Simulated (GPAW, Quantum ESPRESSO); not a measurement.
# Core-hole calculation of the O K edge in Ag2PdO2 (Immm), part 3 of 3

Do two independent programs agree on the O K edge of Ag2PdO2 (Immm)? The same cell and functional are run with XSpectra and with GPAW.

Quantum ESPRESSO 7.5 and GPAW 26.7.0; core-hole supercells, plane-wave PAW LDA.

So far. Step 7 (Spectrum with XCH, O atom 4 (Quantum ESPRESSO)): The total-energy difference is 533.70 eV. One term is added: -8.83 eV, since the hole is spin-paired here and a spin-polarised one costs that much less in the free atom (computed apart). The photon energy is then 524.87 eV. The functional leaves an error in such absolute values: in the free atom LDA prices this hole 4.1 eV below PBE (computed apart), and PBE is itself good to a few eV.

### 9. Ground state of the crystal (GPAW)

Level of this step: plane-wave PAW DFT, LDA, self-consistent field (GPAW).

The second program starts from its own ground state, on the same cell and functional.

File scf.py:

```python
import numpy as np
from ase import Atoms
from ase.parallel import parprint, paropen
from gpaw import GPAW, PW, FermiDirac, Mixer, MixerDif, setup_paths
from gpaw.test import gen
setup_paths.insert(0, '.')
gen('O', name='nch1s', xcname='LDA', corehole=(1, 0, 0), write_xml=True)
from gpaw.mpi import world
world.barrier()

atoms = Atoms('Ag2PdO2',
    cell=[[-1.504015, 2.277615, 4.94885],
     [1.504015, -2.277615, 4.94885],
     [1.504015, 2.277615, -4.94885]],
    scaled_positions=[[0.64242, 0.64242, 0],
     [0.35758, 0.35758, 0],
     [0, 0, 0],
     [0.1373, 0.6373, 0.5],
     [0.8627, 0.3627, 0.5]],
    pbc=True)
atoms.calc = calc = GPAW(legacy_gpaw=True, mode=PW(500, force_complex_dtype=True), xc='LDA', setups={3: 'nch1s'},
    kpts={'size': (10, 10, 10), 'gamma': True}, occupations=FermiDirac(0.05),
    charge=0, mixer=Mixer(0.1, 5, 50), maxiter=150,
    convergence={'density': 0.0001, 'eigenstates': 1e-6}, txt='scf.txt')
energy = atoms.get_potential_energy() + calc.get_reference_energy()
ef = calc.get_fermi_level()
out = dict(energy=energy, fermi=ef, forces=atoms.get_forces().tolist())
parprint(f'all-electron energy {energy:.4f} eV, Fermi level {ef:.4f} eV')
ev = np.array([[calc.get_eigenvalues(k, s) for k in range(len(calc.get_ibz_k_points()))] for s in range(calc.get_number_of_spins())])
out['homo'], out['lumo'], out['counts'] = ev[ev < ef].max(), ev[ev > ef].min(), sorted(set((ev < ef).sum((0, 2)).tolist()))
out['filled'] = (ev[:, 0] < ef).sum(1).tolist()
import json
with paropen('out.json', 'w') as f:
    json.dump(out, f)
```

Command:

```bash
$ OMP_NUM_THREADS=1 mpirun -n 4 gpaw python scf.py
```

Numbers of over 12 decimals in the logs are rounded to 6 here.

The program printed:

```text
Input parameters:
  convergence: {density: 0.0001,
                eigenstates: 1e-06}
  kpts: {gamma: True,
         size: (10, 10, 10)}
  maxiter: 150
  mixer: {backend: pulay,
          beta: 0.1,
          method: separate,
          nmaxold: 5,
          weight: 50}
  mode: {ecut: 500.0,
         force_complex_dtype: True,
         name: pw}
  occupations: {fixmagmom: False,
                name: fermi-dirac,
[...]
2s(2) :    -0.872866     1.079797
*s    :     0.127134
2p(4) :    -0.337925     0.876472
*p    :     0.662075
*d    :     0.000000
--------------------------------

Diagonalizing with gridspacing h=0.050

state   all-electron     PAW
-------------------------------
2s:      -0.872866    -0.873954
2p:      -0.337925    -0.341740
*d:                    0.050276
*f:                    0.077289
-------------------------------
all-electron energy -430107.8860 eV, Fermi level 6.6933 eV
[key lines of the parts left out:]
Converged after 14 iterations.
Dipole moment: (0.000000, -0.000000, 0.000000) |e|*Ang
Free energy:    -24.929155
Fermi level: 6.69326
```

Wall time 64 s (4 MPI ranks of AMD EPYC 9R14 (Zen 4), shared host); peak memory 0.31 GiB; 4.3 min of CPU time.

The mesh shows no gap, so the system is treated as a metal and the core electron is put at the Fermi level (neutral cell).

### 10. Supercell without a hole, the energy reference (GPAW)

Total energies of two programs can't be mixed, so the cell and mesh of GPAW's hole run get a reference energy of their own.

scf.py, as its differences from that of step 9:

```diff
@@ -10,14 +10,19 @@
 
-atoms = Atoms('Ag2PdO2',
-    cell=[[-1.504015, 2.277615, 4.94885],
-     [1.504015, -2.277615, 4.94885],
-     [1.504015, 2.277615, -4.94885]],
-    scaled_positions=[[0.64242, 0.64242, 0],
-     [0.35758, 0.35758, 0],
+atoms = Atoms('Ag4Pd2O4',
+    cell=[[3.00803, -4.55523, 0],
+     [3.00803, 4.55523, 0],
+     [-1.504015, 2.277615, 4.94885]],
+    scaled_positions=[[0.64242, 0, 0.28484],
+     [0.14242, 0.5, 0.28484],
+     [0.35758, 0, 0.71516],
+     [0.85758, 0.5, 0.71516],
      [0, 0, 0],
-     [0.1373, 0.6373, 0.5],
-     [0.8627, 0.3627, 0.5]],
+     [0.5, 0.5, 0],
+     [0.3873, 0.25, 0.2746],
+     [0.8873, 0.75, 0.2746],
+     [0.1127, 0.25, 0.7254],
+     [0.6127, 0.75, 0.7254]],
     pbc=True)
-atoms.calc = calc = GPAW(legacy_gpaw=True, mode=PW(500, force_complex_dtype=True), xc='LDA', setups={3: 'nch1s'},
-    kpts={'size': (10, 10, 10), 'gamma': True}, occupations=FermiDirac(0.05),
+atoms.calc = calc = GPAW(legacy_gpaw=True, mode=PW(500, force_complex_dtype=True), xc='LDA', setups={6: 'nch1s'},
+    kpts={'size': (4, 4, 4), 'gamma': True}, occupations=FermiDirac(0.1),
     charge=0, mixer=Mixer(0.1, 5, 50), maxiter=150,
```

The program printed:

```text
Input parameters:
  convergence: {density: 0.0001,
                eigenstates: 1e-06}
  kpts: {gamma: True,
         size: (4, 4, 4)}
  maxiter: 150
  mixer: {backend: pulay,
          beta: 0.1,
          method: separate,
          nmaxold: 5,
          weight: 50}
  mode: {ecut: 500.0,
         force_complex_dtype: True,
         name: pw}
  occupations: {fixmagmom: False,
                name: fermi-dirac,
[...]
2s(2) :    -0.872866     1.079797
*s    :     0.127134
2p(4) :    -0.337925     0.876472
*p    :     0.662075
*d    :     0.000000
--------------------------------

Diagonalizing with gridspacing h=0.050

state   all-electron     PAW
-------------------------------
2s:      -0.872866    -0.873954
2p:      -0.337925    -0.341740
*d:                    0.050276
*f:                    0.077289
-------------------------------
all-electron energy -860215.7786 eV, Fermi level 6.7209 eV
[key lines of the parts left out:]
Converged after 14 iterations.
Dipole moment: (0.000000, 0.000000, 0.000000) |e|*Ang
Free energy:    -49.880905
Fermi level: 6.72087
```

Elapsed: 40 s, on 4 MPI ranks; peak memory 0.32 GiB; 2.7 min of CPU time.

Reference energy: -860215.779 eV with the cores included.

### 11. Spectrum with XCH, O atom 4 (GPAW)

The holes are 5.5 Å apart. The excited electron is kept in the cell, where it fills the lowest empty states and screens the hole. After the field has converged, empty bands are computed with the density fixed and the dipole matrix elements are summed.

File xas.py:

```python
import numpy as np
from ase import Atoms
from ase.parallel import parprint, paropen
from gpaw import GPAW, PW, FermiDirac, Mixer, MixerDif, setup_paths
from gpaw.test import gen
setup_paths.insert(0, '.')
gen('O', name='fch1s', xcname='LDA', corehole=(1, 0, 1), write_xml=True)
from gpaw.mpi import world
world.barrier()

atoms = Atoms('Ag4Pd2O4',
    cell=[[3.00803, -4.55523, 0],
     [3.00803, 4.55523, 0],
     [-1.504015, 2.277615, 4.94885]],
    scaled_positions=[[0.64242, 0, 0.28484],
     [0.14242, 0.5, 0.28484],
     [0.35758, 0, 0.71516],
     [0.85758, 0.5, 0.71516],
     [0, 0, 0],
     [0.5, 0.5, 0],
     [0.3873, 0.25, 0.2746],
     [0.8873, 0.75, 0.2746],
     [0.1127, 0.25, 0.7254],
     [0.6127, 0.75, 0.7254]],
    pbc=True)
atoms.calc = calc = GPAW(legacy_gpaw=True, mode=PW(500, force_complex_dtype=True), xc='LDA', setups={6: 'fch1s'},
    kpts={'size': (4, 4, 4), 'gamma': True}, occupations=FermiDirac(0.1),
    charge=-1, mixer=Mixer(0.1, 5, 50), maxiter=150,
    convergence={'density': 0.0001, 'eigenstates': 1e-6}, txt='scf.txt')
energy = atoms.get_potential_energy() + calc.get_reference_energy()
ef = calc.get_fermi_level()
out = dict(energy=energy, fermi=ef, forces=atoms.get_forces().tolist())
parprint(f'all-electron energy {energy:.4f} eV, Fermi level {ef:.4f} eV')
ev = np.array([[calc.get_eigenvalues(k, s) for k in range(len(calc.get_ibz_k_points()))] for s in range(calc.get_number_of_spins())])
out['homo'], out['lumo'], out['counts'] = ev[ev < ef].max(), ev[ev > ef].min(), sorted(set((ev < ef).sum((0, 2)).tolist()))
out['filled'] = (ev[:, 0] < ef).sum(1).tolist()

from ase.units import Ha
from gpaw.xas import dipole_matrix_elements
nb = int(calc.get_number_of_electrons() / 2) + 94
top, nb = nb, nb + 8 + nb // 12
nscf = calc.fixed_density(kpts={'size': (5, 5, 5), 'gamma': True}, nbands=nb,
    convergence={'bands': top, 'eigenstates': 5e-3}, maxiter=60, txt='nscf.txt')
cell = atoms.cell.array
ops = [cell.T @ U.T @ np.linalg.inv(cell.T) for U in nscf.wfs.kd.symmetry.op_scc]
E = np.arange(-6, 34, 0.1)
fwhm = np.interp(E, [4, 25], [0.9, 3.5])
Y, X, zero, highest = 0, 0, 1e9, 1e9
for spin in range(nscf.get_number_of_spins()):
    wfs = nscf.wfs
    mine = wfs.bd.get_slice()  # this rank's bands
    A = dipole_matrix_elements(wfs.setups[6])
    eps = np.zeros((wfs.kd.nibzkpts, nb))
    d = np.zeros((3, A.shape[1], wfs.kd.nibzkpts, nb), complex)
    for kpt in wfs.kpt_u:
        if kpt.s == spin and 6 in kpt.P_ani:
            eps[kpt.k, mine] = kpt.eps_n * Ha
            d[:, :, kpt.k, mine] = (kpt.weight * wfs.nspins / 2) ** 0.5 * np.inner(A, kpt.P_ani[6])
    world.sum(eps)
    world.sum(d)
    T = np.einsum('amkn,bmkn->abkn', d, d.conj()).real
    T = sum(np.einsum('ai,ijkn,bj->abkn', R, T, R) for R in ops) / len(ops)
    empty = eps > ef
    zero, highest = min(zero, eps[empty].min()), min(highest, eps[:, top - 1].min())
    lines = [(eps, T, empty)] if spin == 0 else lines + [(eps, T, empty)]
for eps, T, empty in lines:
    f = np.einsum('aakn->akn', T).reshape(3, -1)
    x = eps.ravel() - zero
    w = np.interp(x, E, fwhm) / 2.35482
    g = np.exp(-0.5 * ((E[:, None] - x) / w) ** 2) / (w * (2 * np.pi) ** 0.5)
    Y = Y + (f * empty.ravel()) @ g.T
    X = X + (f * ~empty.ravel()) @ g.T
out.update(E=E.round(2).tolist(), xas=Y.tolist(), xes=X.tolist(), zero=zero, valid=highest - zero, nk=len(eps), nb=nb)
for i in range(0, len(E), 10):
    parprint(f'{E[i]:7.2f}', *(f'{v:10.3e}' for v in Y[:, i]))
import json
with paropen('out.json', 'w') as f:
    json.dump(out, f)
```

Command:

```bash
$ OMP_NUM_THREADS=1 mpirun -n 4 gpaw python xas.py
```

The program printed:

```text
Input parameters:
  charge: -1
  convergence: {density: 0.0001,
                eigenstates: 1e-06}
  kpts: {gamma: True,
         size: (4, 4, 4)}
  maxiter: 150
  mixer: {backend: pulay,
          beta: 0.1,
          method: separate,
          nmaxold: 5,
          weight: 50}
  mode: {ecut: 500.0,
         force_complex_dtype: True,
         name: pw}
  occupations: {fixmagmom: False,
                name: fermi-dirac,
                width: 0.1}
  setups: {6: fch1s}

Initialize ...

[... PAW data sets ...]

Reference energy: -859615.250757  # eV

Spin-paired calculation

[... convergence settings ...]
Symmetries present (total): 1
  [... symmetry matrices ...]

64 k-points: 4 x 4 x 4 Monkhorst-Pack grid + [1/8,1/8,1/8]
36 k-points in the irreducible part of the Brillouin zone
       k-points in crystal coordinates                weights
   0:     0.00000000    0.00000000    0.00000000          1/64
   1:     0.00000000    0.00000000    0.25000000          2/64
   2:     0.00000000    0.00000000    0.50000000          1/64
   3:     0.00000000    0.25000000   -0.25000000          2/64
   4:     0.00000000    0.25000000    0.00000000          2/64
   5:     0.00000000    0.25000000    0.25000000          2/64
   6:     0.00000000    0.25000000    0.50000000          2/64
   7:     0.00000000    0.50000000    0.00000000          1/64
   8:     0.00000000    0.50000000    0.25000000          2/64
   9:     0.00000000    0.50000000    0.50000000          1/64
          ...
  35:     0.50000000    0.50000000    0.50000000          1/64

Wave functions: Plane wave expansion
  Cutoff energy: 500.000 eV
  Number of coefficients (min, max): 3416, 3462
  Pulay-stress correction: 0.000000 eV/Ang^3 (de/decut=0.000000)
  Using FFTW library
  Wavefunction extrapolation:
    Improved wavefunction reuse through dual PAW basis

Occupation numbers: Fermi-Dirac:
  width: 0.1000  # eV

Eigensolver
   Davidson(niter=2)

Densities:
  Coarse grid: 30*30*30 grid
  Fine grid: 60*60*60 grid
  Total Charge: 0.000000

Density mixing:
  Method: separate
  Backend: pulay
  Linear mixing parameter: 0.1
  old densities: 5
  Width of damping distribution: 1.1
  Damping of long wavelength oscillations: 50

[... Hamiltonian set-up ...]
Number of atoms: 10
Number of atomic orbitals: 88
Number of bands in calculation: 79
Number of valence electrons: 125
Bands to converge: occupied

... initialized

Initializing position-dependent things.

Density initialized from atomic densities
Creating initial wave functions:
  79 bands from LCAO basis set

          O      O
        Ag      Ag
             Ag

            O       O
        Pd Ag   Pd

Atomic positions and initial magnetic moments

Positions:
   0 Ag     1.504015   -2.277615    1.409630    ( 0.0000,  0.0000,  0.0000)
   1 Ag     1.504015    2.277615    1.409630    ( 0.0000,  0.0000,  0.0000)
   2 Ag    -0.000000    0.000000    3.539220    ( 0.0000,  0.0000,  0.0000)
   3 Ag     3.008030   -0.000000    3.539220    ( 0.0000,  0.0000,  0.0000)
   4 Pd     0.000000    0.000000    0.000000    ( 0.0000,  0.0000,  0.0000)
   5 Pd     3.008030    0.000000    0.000000    ( 0.0000,  0.0000,  0.0000)
   6 O      1.504015    0.000000    1.358954    ( 0.0000,  0.0000,  0.0000)
   7 O      4.512045    0.000000    1.358954    ( 0.0000,  0.0000,  0.0000)
   8 O     -0.000000    2.277615    3.589896    ( 0.0000,  0.0000,  0.0000)
   9 O      3.008030    2.277615    3.589896    ( 0.0000,  0.0000,  0.0000)

Unit cell:
           periodic     x           y           z      points  spacing
  1. axis:    yes    3.008030   -4.555230    0.000000    30     0.1492
  2. axis:    yes    3.008030    4.555230    0.000000    30     0.1673
  3. axis:    yes   -1.504015    2.277615    4.948850    30     0.1650

  Lengths:   5.458788   5.458788   5.651611
  Angles:   79.067535 118.877651 113.122727

Effective grid spacing dv^(1/3) = 0.1713

iter:   1   -86.724782
iter:   2   -74.230672   -0.93  -1.22
iter:   3   -68.369040   -1.01  -1.42
iter:   4   -67.042177   -1.54  -1.61
iter:   5   -66.866453   -2.81  -1.74
iter:   6   -66.610987   -2.59  -1.84
iter:   7   -66.584754   -3.27  -2.51
iter:   8   -66.581588c  -3.95  -2.72
iter:   9   -66.580350c  -4.59  -2.89
iter:  10   -66.579286c  -4.47  -3.00
iter:  11   -66.579210c  -5.34  -3.38
iter:  12   -66.579147c  -5.68  -3.54
iter:  13   -66.579114c  -5.95  -3.65
iter:  14   -66.579145c  -6.16c -3.84
iter:  15   -66.579133c  -6.91c -4.15c

Converged after 15 iterations.

Dipole moment: (-0.080972, -0.147182, -0.127005) |e|*Ang

Energy contributions relative to reference atoms: (reference = -859615.250757)

Kinetic:        +53.991345
Potential:      -66.754457
External:        +0.000000
XC:             -53.371596
Entropy (-ST):   -0.087509
Local:           -0.400670
SIC:             +0.000000
--------------------------
Free energy:    -66.622887
Extrapolated:   -66.579133

Showing only first 2 kpts
 Kpt  Band  Eigenvalues  Occupancy
  0    60      6.17469    1.99992
  0    61      6.45109    1.99872
  0    62      6.57505    1.99558
  0    63      7.85974    0.00238

  1    60      6.18550    1.99991
  1    61      6.58744    1.99500
  1    62      6.79762    1.95981
[...]
Fermi level: 7.18633

No gap
No difference between direct/indirect transitions

Forces in eV/Ang:
  0 Ag   -0.02435   -0.76884   -0.02787
  1 Ag    0.02439    0.76888   -0.02789
  2 Ag   -0.15960    0.06241    0.27373
  3 Ag    0.15953   -0.06248    0.27370
  4 Pd   -1.00291   -0.00650   -1.01503
  5 Pd    1.00295    0.00653   -1.01503
  6 O     0.00004   -0.00004    1.49891
  7 O     0.00001   -0.00001    0.22330
  8 O    -0.00001    0.00002   -0.13857
  9 O    -0.00001    0.00001   -0.03911
Scalar-relativistic atomic LDA calculation for O (Oxygen, Z=8)
Core hole in 1s state (1s occupation: 1.0)
300 radial gridpoints.
|------------------------------------------------|
|------------------------------------------------|
[... the atom generator's iteration count ...]

Energy contributions:
-------------------------
Kinetic:      +54.046737
XC:            -5.876031
Potential:   -102.458324
-------------------------
Total:        -54.287618

state      eigenvalue         ekin         rmax
-----------------------------------------------
1s^1.0 :   -21.731873    30.611423        0.127
2s^2.0 :    -1.594915     4.066245        0.801
2p^4.0 :    -1.067100     3.825706        0.682
-----------------------------------------------
(units: Bohr and Hartree)

Generating PAW setup
Kinetic energy of the core from tauc = 30.636371
Cutoffs:
rc(s)=1.300
rc(p)=1.130
rc(d)=1.170
rc(vbar)=1.300
rc(comp)=1.260
rc(nct)=1.300

Kinetic energy of the core states: 30.611423
Charge: 1.0
Core electrons: 1.0
Valence electrons: 6.0
Pseudo-core charge: 0.000198
Shape function alpha=6.299
Pseudo-electron charge 5.280306
state    eigenvalue         norm
--------------------------------
2s(2) :    -1.594915     1.065643
*s    :    -0.594915
2p(4) :    -1.067100     0.787205
*p    :    -0.067100
*d    :     0.000000
--------------------------------

Diagonalizing with gridspacing h=0.050

state   all-electron     PAW
-------------------------------
2s:      -1.594915    -1.596334
2p:      -1.067100    -1.073375
*d:                   -0.060686
*f:                   -0.013559
-------------------------------
all-electron energy -859681.8299 eV, Fermi level 7.1863 eV
[...]
31.00  5.137e-05  5.280e-05  4.144e-05
  32.00  5.501e-05  4.844e-05  4.336e-05
  33.00  5.843e-05  4.325e-05  4.681e-05
```

Wall time 2 min (4 MPI ranks); peak memory 0.62 GiB.

The O K spectrum, O atom 4, excited-electron core hole (neutral cell) (energy from the lowest empty level; intensity scaled to a mean of 1 over the first 20 eV; polarised curves are means over the symmetry-equivalent atoms):

```tsv
E (eV)	isotropic	ε ∥ x	ε ∥ y	ε ∥ z
-2.0	0.00	0.00	0.00	0.00
-1.4	0.00	0.00	0.00	0.00
-0.8	0.04	0.04	0.02	0.05
-0.2	0.73	0.77	0.37	1.06
0.4	2.46	2.91	1.39	3.08
1.0	2.61	3.52	2.53	1.79
1.6	1.29	1.14	1.61	1.13
2.2	0.77	0.62	0.69	1.02
2.8	0.83	0.67	0.75	1.06
3.4	0.91	0.77	0.98	0.98
4.0	0.98	0.70	1.31	0.92
4.6	1.05	0.75	1.43	0.98
5.2	0.97	0.65	1.27	0.98
5.8	1.18	0.86	1.29	1.40
6.4	1.36	1.42	1.19	1.45
7.0	1.33	1.86	0.96	1.16
7.6	1.10	1.77	0.68	0.85
8.2	0.88	1.43	0.55	0.65
8.8	0.75	1.03	0.63	0.60
9.4	0.73	0.81	0.76	0.61
10.0	0.82	0.85	0.91	0.70
10.6	0.95	1.02	1.00	0.84
11.2	1.00	1.13	0.95	0.92
11.8	0.97	1.13	0.84	0.94
12.4	0.97	1.14	0.80	0.97
13.0	1.02	1.16	0.86	1.03
13.6	1.07	1.14	0.97	1.09
14.2	1.06	1.09	1.00	1.11
14.8	1.00	1.01	0.92	1.07
15.4	0.88	0.87	0.78	0.97
16.0	0.73	0.70	0.65	0.85
16.6	0.62	0.54	0.56	0.75
17.2	0.55	0.43	0.51	0.70
17.8	0.52	0.38	0.49	0.70
18.4	0.53	0.36	0.48	0.75
19.0	0.57	0.38	0.50	0.82
19.6	0.62	0.42	0.55	0.88
20.2	0.67	0.47	0.62	0.92
20.8	0.73	0.52	0.73	0.92
21.4	0.78	0.58	0.86	0.90
22.0	0.85	0.66	1.00	0.88
22.6	0.92	0.77	1.12	0.86
23.2	0.99	0.89	1.21	0.85
23.8	1.06	1.04	1.26	0.87
24.4	1.11	1.16	1.28	0.89
25.0	1.14	1.25	1.26	0.91
25.6	1.14	1.27	1.21	0.92
26.2	1.09	1.22	1.15	0.91
26.8	1.02	1.12	1.08	0.87
27.4	0.94	1.00	1.02	0.81
28.0	0.88	0.91	0.97	0.76
28.6	0.84	0.84	0.95	0.72
29.2	0.81	0.81	0.94	0.70
29.8	0.81	0.81	0.93	0.68
30.4	0.81	0.83	0.91	0.68
31.0	0.81	0.86	0.88	0.69
31.6	0.81	0.89	0.84	0.71
```

Main maxima below 24 eV (height): 0.7 eV (2.82), 4.5 eV (1.06), 6.6 eV (1.37) and 13.9 eV (1.07). 

The total-energy difference is 533.95 eV. With the free-atom term of -8.83 eV for this edge, the photon energy is 525.12 eV.

### 12. The two programs side by side

The line shapes differ (Lorentzian half width 0.4 eV up to 4 eV, rising linearly to 1.75 eV at 25 eV (not a setting of the program: the run's 0.4 eV curve was folded afterwards with a further Lorentzian above 4 eV), against Gaussian full width 0.9 eV up to 4 eV, rising linearly to 3.5 eV at 25 eV), so both get a further Gaussian of 1.5 eV full width before they are compared; the Lorentzian tails remain.

```tsv
E (eV)	XSpectra	GPAW
-2.00	0.15	0.01
-1.25	0.31	0.12
-0.50	0.79	0.67
0.25	1.52	1.66
1.00	1.75	1.99
1.75	1.37	1.38
2.50	1.07	0.93
3.25	1.03	0.90
4.00	1.08	0.97
4.75	1.11	1.02
5.50	1.16	1.11
6.25	1.22	1.25
7.00	1.19	1.23
7.75	1.06	1.05
8.50	0.93	0.86
9.25	0.87	0.78
10.00	0.90	0.84
10.75	0.94	0.93
11.50	0.96	0.97
12.25	0.96	0.99
13.00	0.97	1.02
13.75	0.96	1.04
14.50	0.92	1.01
15.25	0.83	0.89
16.00	0.73	0.75
16.75	0.65	0.62
17.50	0.60	0.55
18.25	0.59	0.54
19.00	0.60	0.57
19.75	0.63	0.63
20.50	0.66	0.70
21.25	0.70	0.77
22.00	0.74	0.85
22.75	0.78	0.93
23.50	0.82	1.02
24.25	0.85	1.09
25.00	0.87	1.12
25.75	0.87	1.11
26.50	0.84	1.05
27.25	0.79	0.97
28.00	0.75	0.89
28.75	0.71	0.84
29.50	0.69	0.82
30.25	0.68	0.81
31.00	0.67	0.81
31.75	0.66	0.81
```

```tsv
	XSpectra	GPAW
k mesh of the spectrum	7×6×7	5×5×5
cutoff (eV)	680	500
highest intensity below 16 eV after the common broadening, eV (height)	0.8 (1.77)	0.8 (2.02)
zero, corrected photon energy (eV)	524.9	525.1
core time, hole field and spectrum	31 min	8 min
```

### 13. Outcome

| Item | Value |
| --- | --- |
| absorber and edge | O K, atom 4 of the ground-state input (counted from 1) |
| surroundings | 2 Pd at 2.03 Å and 2 Ag at 2.28 Å (4-fold, site symmetry mm2) |
| highest intensity below 16 eV (XSpectra, narrow line) | 0.8 eV above the zero, height 2.23 |
| photon energy of the zero, with the added terms | 524.9 eV (raw 533.7 eV; LDA puts this hole about 4 eV below PBE, itself good to a few eV) |

**Reading.** The two programs agree closely: 10 % r.m.s. remains over the first 14 eV after a relative shift of 0.0 eV, and their photon-energy zeros differ by 0.3 eV. In XSpectra the O K edge of atom 4, with 2 Pd at 2.03 Å and 2 Ag at 2.28 Å (4-fold, site symmetry mm2), has its highest intensity of the first 16 eV at 0.8 eV above the zero, near 526 eV in photon energy (LDA puts this hole about 4 eV below PBE, itself good to a few eV), 2.2 times the mean level of the first 20 eV (Lorentzian half width 0.4 eV). In XSpectra, at the O K edge of atom 4 polarisation matters most near 0.9 eV, where the curves differ by 1.4 on this scale. 3 further runs of this session are left out of this account as redundant. The unit cell's mesh shows no gap over 0.35 eV. That is right for a metallic compound; for a small-gap or correlated insulator it would be the fault of the functional or of the assumed magnetic order, and the hole would be screened too well. The holes are only 5.5 Å apart, so the shape is probably not converged with cell size; no larger cell was run here. The structure is a published determination, not relaxed.

[Banner, clock and machine lines of the logs are left out without a mark of their own.]

[Logs are printed without paths, hosts, clocks, repeated set-up lines and the standing remarks that a program may print on its own settings, such as how far it seeks lower states.]

[Hosts, paths, dates, database ids (printed as entryN), source tags and the programs' standing remarks are cut or masked in the printed files.]

[Lists of maxima count a maximum above −3 eV only where it reaches 4 % of the highest in the window and stands out from its surroundings by 2 % of it (1.5 % where it reaches 55 %); shoulders and weaker maxima are passed over, and of the rest the first, up to two pre-edge ones and the few strongest are named.]
